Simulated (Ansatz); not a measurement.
Records of electronic-structure calculations.

### Quasiparticle gap of ZrSeS (1T monolayer)

The cell holds 3 atoms: 1 Zr, 1 S and 1 Se. Cell: a = 3.659 Å, b = 3.659 Å, c = 29.300 Å, α = 90.0°, β = 90.0°, γ = 120.0°. Vacuum lies along c.

| Item | Value |
| --- | --- |
| method | G0W0 on HSE06, plane waves, PAW; PAW set soft_1 (and 1 further level or step) |
| program | Ansatz 0.2.0 |
| settings of one run | cutoff 420 eV, 6×6×1 k-mesh, PAW set soft 1, empty bands 232, screening cutoff 45 eV, screening contour deformation, QP bands (v2, c2) |
| cost | 2 runs, 7.1 min in all on 4 threads of Arm Neoverse V1, shared host (the runs of this entry) |
| notes | In doubt: masses and optical values from hybrid runs of this build are listed as unsure (in some of the runs), which bears on the screening that GW takes from such a start. Values taken over the cell’s volume include its vacuum. The structure was relaxed with PBEsol-D3(BJ). Limits: coarse mesh for a sheet; no spin-orbit coupling. Bands and cutoff are finite, so the gap is not at the basis limit. The miss can reach some tenths of an eV and take either sign; the mesh is an error of its own. The mesh in the plane is coarse for a sheet; gap and any exciton binding can still move on denser ones. |
| HSE06 gap | 1.23 eV, indirect |
| G0W0 gap on the mesh | 1.76 eV, from k = Γ to k = (0.000, -0.500, 0.000) |
| GW settings | 6×6×1 mesh, 232 empty bands, screening to 45 eV, PAW set soft_1 files |
| known limits | not at the basis limit; coarse mesh for a sheet; no spin-orbit coupling |

The correction moves the gap on the mesh from 1.23 eV to 1.76 eV (+0.53 eV): the valence edge shifts by +0.11 eV and the conduction edge by +0.64 eV on the run's own scale; in a sheet such absolute shifts are far from their band limit. Z is 0.76 and 0.76 at the edges, as usual for well-defined quasiparticles.

[Runs of the session that timed out or met a known fault of the program may be left out.]

[Cells called generated may have been cut or substituted from an entry of the Crystallography Open Database or the Materials Project.]

[Hosts, paths, dates, database ids (printed as entryN), source tags and the programs' standing remarks are cut or masked in the printed files.]
